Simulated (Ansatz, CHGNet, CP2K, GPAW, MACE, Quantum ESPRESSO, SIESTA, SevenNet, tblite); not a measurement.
**Running Ge(100) slab, H on the bottom face, dimerised (80 atoms) with Quantum ESPRESSO**

Wanted: Quantum ESPRESSO inputs and outputs for Ge(100) slab, H on the bottom face, dimerised (80 atoms), checked against a plane-wave reference.

Method: the method is named at each step, in Quantum ESPRESSO 7.5.

## Step 1: The structure

The cell holds 80 atoms: 64 Ge and 16 H. Cell: a = 16.003 Å, b = 8.002 Å, c = 20.785 Å, α = 90.0°, β = 90.0°, γ = 90.0°. It derives from Ge (diamond-structure). Diamond-structure Ge (a = 5.658 Å), (100) slab of 8 atomic planes, 4 x 2 surface cells, H on the broken bonds of the bottom face, 10 Å of vacuum; top atoms paired into dimers, p(2x2) buckling; displaced by a Gaussian of 0.02 Å. Then every atom was moved at random, 0.05 Å r.m.s. a Cartesian component (hydrogen 0.6 of that). Regions: slab, 64 atoms (64 Ge); hydrogen, 16 atoms (16 H). Vacuum lies along c.

The yardstick, on the same geometry:

- method: Kohn-Sham DFT, PBE, PAW, plane waves (Ansatz 0.2.0); cutoff 420 eV, Γ point, fermi-dirac smearing of 0.05 eV; PAW set soft_2
- r.m.s. force component: 0.7716 eV/Å
- longest force: 3.375 eV/Å
- SCF cycles: 11
- time: 26 s on 8 threads of Arm Neoverse V2, shared host
- CPU time: 3.3 min

## Step 2: PBE, sssp-1.3.0-efficiency, 45/360 Ry

Method: Kohn-Sham DFT, PBE, SSSP efficiency 1.3.0 pseudopotentials, plane waves.

Contents of pw.in:

```
&control
  calculation = 'scf'
  pseudo_dir = './pseudo'
  outdir = './tmp'
  disk_io = 'none'
  tprnfor = .true.
/
&system
  ibrav = 0
  nat = 80
  ntyp = 2
  ecutwfc = 45
  ecutrho = 360
  nosym = .true.
  occupations = 'smearing'
  smearing = 'fd'
  degauss = 0.003675
/
&electrons
  conv_thr = 4.0e-07
  electron_maxstep = 100
  mixing_beta = 0.2
  mixing_mode = 'local-TF'
  diagonalization = 'david'
/
ATOMIC_SPECIES
Ge 72.630 Ge.upf
H 1.008 H.upf
CELL_PARAMETERS angstrom
16.00324 0.00000 0.00000
0.00000 8.00162 0.00000
0.00000 0.00000 20.78485
ATOMIC_POSITIONS crystal
Ge 0.12606 0.25051 0.28220
Ge 0.99310 0.24706 0.35003
Ge 0.99646 0.49684 0.41531
Ge 0.12096 0.99598 0.49092
Ge 0.12306 0.25650 0.55609
Ge 0.00533 0.25199 0.62370
Ge 0.00460 0.00044 0.68640
Ge 0.12508 0.09226 0.76265
Ge 0.12433 0.75049 0.28354
Ge 0.99939 0.75863 0.34873
Ge 0.99836 0.99968 0.41842
Ge 0.13137 0.50012 0.48165
Ge 0.12691 0.75510 0.55149
Ge 0.99859 0.74996 0.62455
Ge 0.00408 0.49149 0.68866
Ge 0.12719 0.40542 0.73011
Ge 0.37582 0.24946 0.28443
Ge 0.24571 0.24873 0.34853
Ge 0.24995 0.51024 0.42301
Ge 0.37406 0.00848 0.48966
Ge 0.38097 0.24390 0.55395
Ge 0.25372 0.25236 0.62549
Ge 0.25061 0.99794 0.69092
Ge 0.37216 0.09917 0.72298
Ge 0.37628 0.74782 0.28178
Ge 0.24736 0.74597 0.34752
Ge 0.25274 0.98373 0.41816
Ge 0.37418 0.50623 0.48578
Ge 0.37638 0.74648 0.55867
Ge 0.25113 0.75052 0.62443
Ge 0.25631 0.48616 0.69342
Ge 0.38119 0.40917 0.75834
Ge 0.62699 0.25094 0.28303
Ge 0.50488 0.25001 0.34941
Ge 0.49858 0.49419 0.41633
Ge 0.63041 0.00833 0.48325
Ge 0.62990 0.24596 0.55332
Ge 0.50308 0.24291 0.61936
Ge 0.50220 0.00541 0.69158
Ge 0.62812 0.08933 0.76349
Ge 0.62783 0.74803 0.28357
Ge 0.49946 0.75443 0.35222
Ge 0.50374 0.99079 0.42206
Ge 0.62546 0.48903 0.48802
Ge 0.62656 0.74889 0.55742
Ge 0.49976 0.74812 0.62134
Ge 0.49968 0.50678 0.68614
Ge 0.62680 0.40274 0.72550
Ge 0.87674 0.24951 0.28243
Ge 0.74992 0.24336 0.34867
Ge 0.75827 0.49799 0.42387
Ge 0.88094 0.00017 0.48464
Ge 0.88451 0.26994 0.55659
Ge 0.74681 0.24736 0.62363
Ge 0.75304 0.99660 0.69149
Ge 0.87602 0.09942 0.72871
[... 20 atom lines left out ...]
H 0.87556 0.09242 0.24007
H 0.87688 0.40527 0.23987
H 0.87725 0.90575 0.24128
H 0.87461 0.59483 0.23951
K_POINTS gamma
```

The run is started by

```
$ OMP_NUM_THREADS=1 mpirun -np 4 pw.x -in pw.in > output.txt
```

The log of the run:

```text
Program PWSCF
     gamma-point specific algorithms are used
     one sub-group per band group will be used
     scalapack distributed-memory algorithm (size of sub-group:  2*  2 procs)
     Parallelization info
     sticks:   dense  smooth     PW     G-vecs:    dense   smooth      PW
     Min        3276    1641    409               517920   183123   22863
     Max        3279    1644    412               517930   183130   22872
     Sum       13109    6569   1645              2071697   732507   91479
     bravais-lattice index     =            0
     lattice parameter (alat)  =      30.2417  a.u.
     unit-cell volume          =   17960.9514 (a.u.)^3
     number of atoms/cell      =           80
     number of atomic types    =            2
     number of electrons       =       912.00
     number of Kohn-Sham states=          547
     kinetic-energy cutoff     =      45.0000  Ry
     charge density cutoff     =     360.0000  Ry
     scf convergence threshold =      4.0E-07
     mixing beta               =       0.2000
     number of iterations used =            8  local-TF  mixing
     Exchange-correlation= PBE
                           (   1   4   3   4   0   0   0)
     crystal axes: (cart. coord. in units of alat)
               a(1) = (   1.000000   0.000000   0.000000 )
               a(2) = (   0.000000   0.500000   0.000000 )
               a(3) = (   0.000000   0.000000   1.298790 )
     reciprocal axes: (cart. coord. in units 2 pi/alat)
               b(1) = (  1.000000  0.000000  0.000000 )
               b(2) = (  0.000000  2.000000  0.000000 )
               b(3) = (  0.000000  0.000000  0.769947 )
     PseudoPot. # 1 for Ge:
     Pseudo is Ultrasoft + core correction, Zval = 14.0
     PseudoPot. # 2 for H :
     Pseudo is Ultrasoft, Zval =  1.0
     atomic species   valence    mass     pseudopotential
     Ge               14.00    72.63000     Ge( 1.00)
     H                 1.00     1.00800     H ( 1.00)
     No symmetry found
   Cartesian axes
     number of k points=     1  Fermi-Dirac smearing, width (Ry)=  0.0037
                       cart. coord. in units 2pi/alat
        k(    1) = (   0.0000000   0.0000000   0.0000000), wk =   2.0000000
     Dense  grid:  1035849 G-vectors     FFT dimensions: ( 192,  96, 240)
     Smooth grid:   366254 G-vectors     FFT dimensions: ( 135,  72, 180)
     Initial potential from superposition of free atoms
     starting charge     911.9439, renormalised to     912.0000
     negative rho (up, down):  9.492E-05 0.000E+00
     Starting wfcs are  592 randomized atomic wfcs
     Self-consistent Calculation
     iteration #  1     ecut=    45.00 Ry     beta= 0.20
     Threshold (ethr) on eigenvalues was too large:
     Diagonalizing with lowered threshold
     negative rho (up, down):  2.232E-08 0.000E+00
     total energy              =  -13690.51273934 Ry
     estimated scf accuracy    <       2.39584984 Ry
     iteration #  2     ecut=    45.00 Ry     beta= 0.20
     total energy              =  -13689.94789211 Ry
     estimated scf accuracy    <       1.80093401 Ry
     iteration #  3     ecut=    45.00 Ry     beta= 0.20
     total energy              =  -13690.09506251 Ry
     estimated scf accuracy    <       0.14181983 Ry
     iteration #  4     ecut=    45.00 Ry     beta= 0.20
     total energy              =  -13690.08323978 Ry
     estimated scf accuracy    <       0.11168001 Ry
     iteration #  5     ecut=    45.00 Ry     beta= 0.20
     total energy              =  -13690.08533084 Ry
     estimated scf accuracy    <       0.05135651 Ry
     iteration #  6     ecut=    45.00 Ry     beta= 0.20
     total energy              =  -13690.07657861 Ry
     estimated scf accuracy    <       0.03498999 Ry
[...]
negative rho (up, down):  1.976E-03 0.000E+00
[...]
negative rho (up, down):  3.040E-03 0.000E+00
[...]
negative rho (up, down):  8.361E-04 0.000E+00
[...]
negative rho (up, down):  1.556E-03 0.000E+00
[...]
total energy              =  -13690.07931752 Ry
[...]
iteration # 15     ecut=    45.00 Ry     beta= 0.20
[...]
total energy              =  -13690.07931946 Ry
     estimated scf accuracy    <       0.00000185 Ry
     iteration # 16     ecut=    45.00 Ry     beta= 0.20
     negative rho (up, down):  3.407E-05 0.000E+00
     total energy              =  -13690.07931947 Ry
     estimated scf accuracy    <       0.00000054 Ry
     iteration # 17     ecut=    45.00 Ry     beta= 0.20
     negative rho (up, down):  6.031E-05 0.000E+00
     End of self-consistent calculation
          k = 0.0000 0.0000 0.0000 ( 45740 PWs)   bands (ev):
   -22.2405 -22.2236 -22.1866 -22.1550 -22.1528 -22.1525 -22.1461 -22.1361
   -22.1285 -22.1172 -22.1114 -22.1092 -22.1067 -22.1043 -22.1028 -22.0987
   -22.0915 -22.0865 -22.0822 -22.0776 -22.0728 -22.0715 -22.0698 -22.0646
   -22.0630 -22.0568 -22.0543 -22.0491 -22.0462 -22.0456 -22.0449 -22.0426
   -22.0420 -22.0378 -22.0345 -22.0315 -22.0294 -22.0276 -22.0255 -22.0243
   -22.0230 -22.0226 -22.0208 -22.0175 -22.0170 -22.0148 -22.0121 -22.0115
[...]
6.7741   6.7808   6.8134   6.8380   6.9324   6.9683   7.0279   7.0299
     7.0697   7.1159   7.1500   7.1620   7.1783   7.2543   7.2686   7.2837
     7.3114   7.3566   7.3970   7.4551   7.4646   7.4998   7.5201   7.5552
     7.5747   7.6060   7.6564
     the Fermi energy is     2.4293 ev
!    total energy              =  -13690.07932003 Ry
     estimated scf accuracy    <       0.00000012 Ry
     smearing contrib. (-TS)   =      -0.01545716 Ry
     internal energy E=F+TS    =  -13690.06386288 Ry
     The total energy is F=E-TS. E is the sum of the following terms:
     one-electron contribution =  -40350.89295465 Ry
     hartree contribution      =   20829.56321163 Ry
     xc contribution           =   -3743.36917078 Ry
     ewald contribution        =    9574.63505091 Ry
     convergence has been achieved in  17 iterations
     negative rho (up, down):  6.031E-05 0.000E+00
     Forces acting on atoms (cartesian axes, Ry/au):
     atom    1 type  1   force =    -0.04138531    0.00920658    0.01734918
     atom    2 type  1   force =     0.05763625   -0.00239374    0.00677637
     atom    3 type  1   force =     0.05315304    0.02790595   -0.00871207
     atom    4 type  1   force =     0.02397151    0.05883520   -0.04429095
     atom    5 type  1   force =     0.04493149   -0.01799561   -0.02697356
     atom    6 type  1   force =    -0.00940537   -0.02351111   -0.01970088
[...]
atom   78 type  2   force =     0.00199147   -0.01492691   -0.00327969
     atom   79 type  2   force =    -0.00462670   -0.01765220   -0.00248983
     atom   80 type  2   force =    -0.00100420    0.01517564   -0.00077054
     Total force =     0.463553     Total SCF correction =     0.001536
     Message from routine punch:
     Nothing written, as per user request (disk_io='none')
```

Elapsed: 8 min, on 4 MPI ranks of Arm Neoverse V2, shared host; peak memory 7.7 GiB; 32 min of CPU time.

Banners, paths, timers and routine set-up lines are dropped from the logs unmarked, and long logs keep their key lines alone; longer cuts are marked.

Compared with the plane-wave run:

* r.m.s. force component: 0.7693 eV/Å
* r.m.s. difference of force components: 5.395 meV/Å
* longest difference of force vectors: 20.72 meV/Å
* force difference over r.m.s. force: 0.6992 %
* slope of forces against the reference's: 0.997
* correlation of force components: 1

Length of the force difference by element (eV/Å):

| element | atoms | mean | most |
| --- | --- | --- | --- |
| Ge | 64 | 0.0067 | 0.021 |
| H | 16 | 0.013 | 0.016 |

A closer look about Ge31, picked at random: 9 atoms, nearest first, numbered in the order of the input, with positions taken from that point.

| atom | x | y | z | distance (Å) | bonds | Fx | Fy | Fz (eV/Å) |
| --- | --- | --- | --- | --- | --- | --- | --- | --- |
| Ge31 | 0.00 | 0.00 | 0.00 | 0.00 | 4 | 0.90 | 1.95 | 0.01 |
| Ge16 | -2.07 | -0.65 | 0.76 | 2.30 | 3 | 0.36 | -1.16 | 0.66 |
| Ge22 | -0.04 | -1.87 | -1.41 | 2.34 | 4 | -0.08 | -0.71 | -1.52 |
| Ge32 | 2.00 | -0.62 | 1.35 | 2.49 | 3 | 0.06 | 0.14 | 0.53 |
| Ge30 | -0.08 | 2.12 | -1.43 | 2.56 | 4 | -0.22 | -0.79 | 0.12 |
| Ge24 | 1.85 | -3.10 | 0.61 | 3.66 | 3 | 1.14 | 1.31 | 0.68 |
| Ge47 | 3.89 | 0.16 | -0.15 | 3.90 | 4 | -0.71 | -1.09 | 0.38 |
| Ge23 | -0.09 | -3.91 | -0.05 | 3.91 | 4 | -2.43 | -0.54 | 0.19 |
| Ge29 | 1.92 | 2.08 | -2.80 | 3.98 | 4 | -0.41 | 0.71 | -0.68 |

Forces lie 0.70 % from the reference's, at 9.8 times its CPU time (on 4 against 8 cores).

## Step 3: Outcome

| Item | Value |
| --- | --- |
| force difference from the reference | QE PBE, sssp-1.3.0-efficiency, 45/360 Ry, 0.70 % |
| its CPU time | 32 min |

What this shows: PBE on plane waves or a grid with other potentials, cutoffs or grids differs from the reference by 0.70 % (QE PBE, sssp-1.3.0-efficiency, 45/360 Ry) of the r.m.s. force; this holds the reference's own error, so differences of a few per cent don't tell which side is nearer the exact PBE result (QE's 45 Ry are 612 eV, against the reference's 420 eV). The runs have no spin polarisation, so any moments at edges, vacancies or dangling bonds can't form. The electronic-structure runs sample only Γ, in a cell whose shortest periodic width is 8 Å, which is coarse for a cell with partly filled levels.

[Also dropped from logs without a mark: logging warnings of Python, and SIESTA's first energy breakdown and zero terms.]

[Logs are printed without paths, hosts, clocks, repeated set-up lines and the standing remarks that a program may print on its own settings, such as how far it seeks lower states.]

[Hosts, paths, dates, database ids (printed as entryN), source tags and the programs' standing remarks are cut or masked in the printed files.]
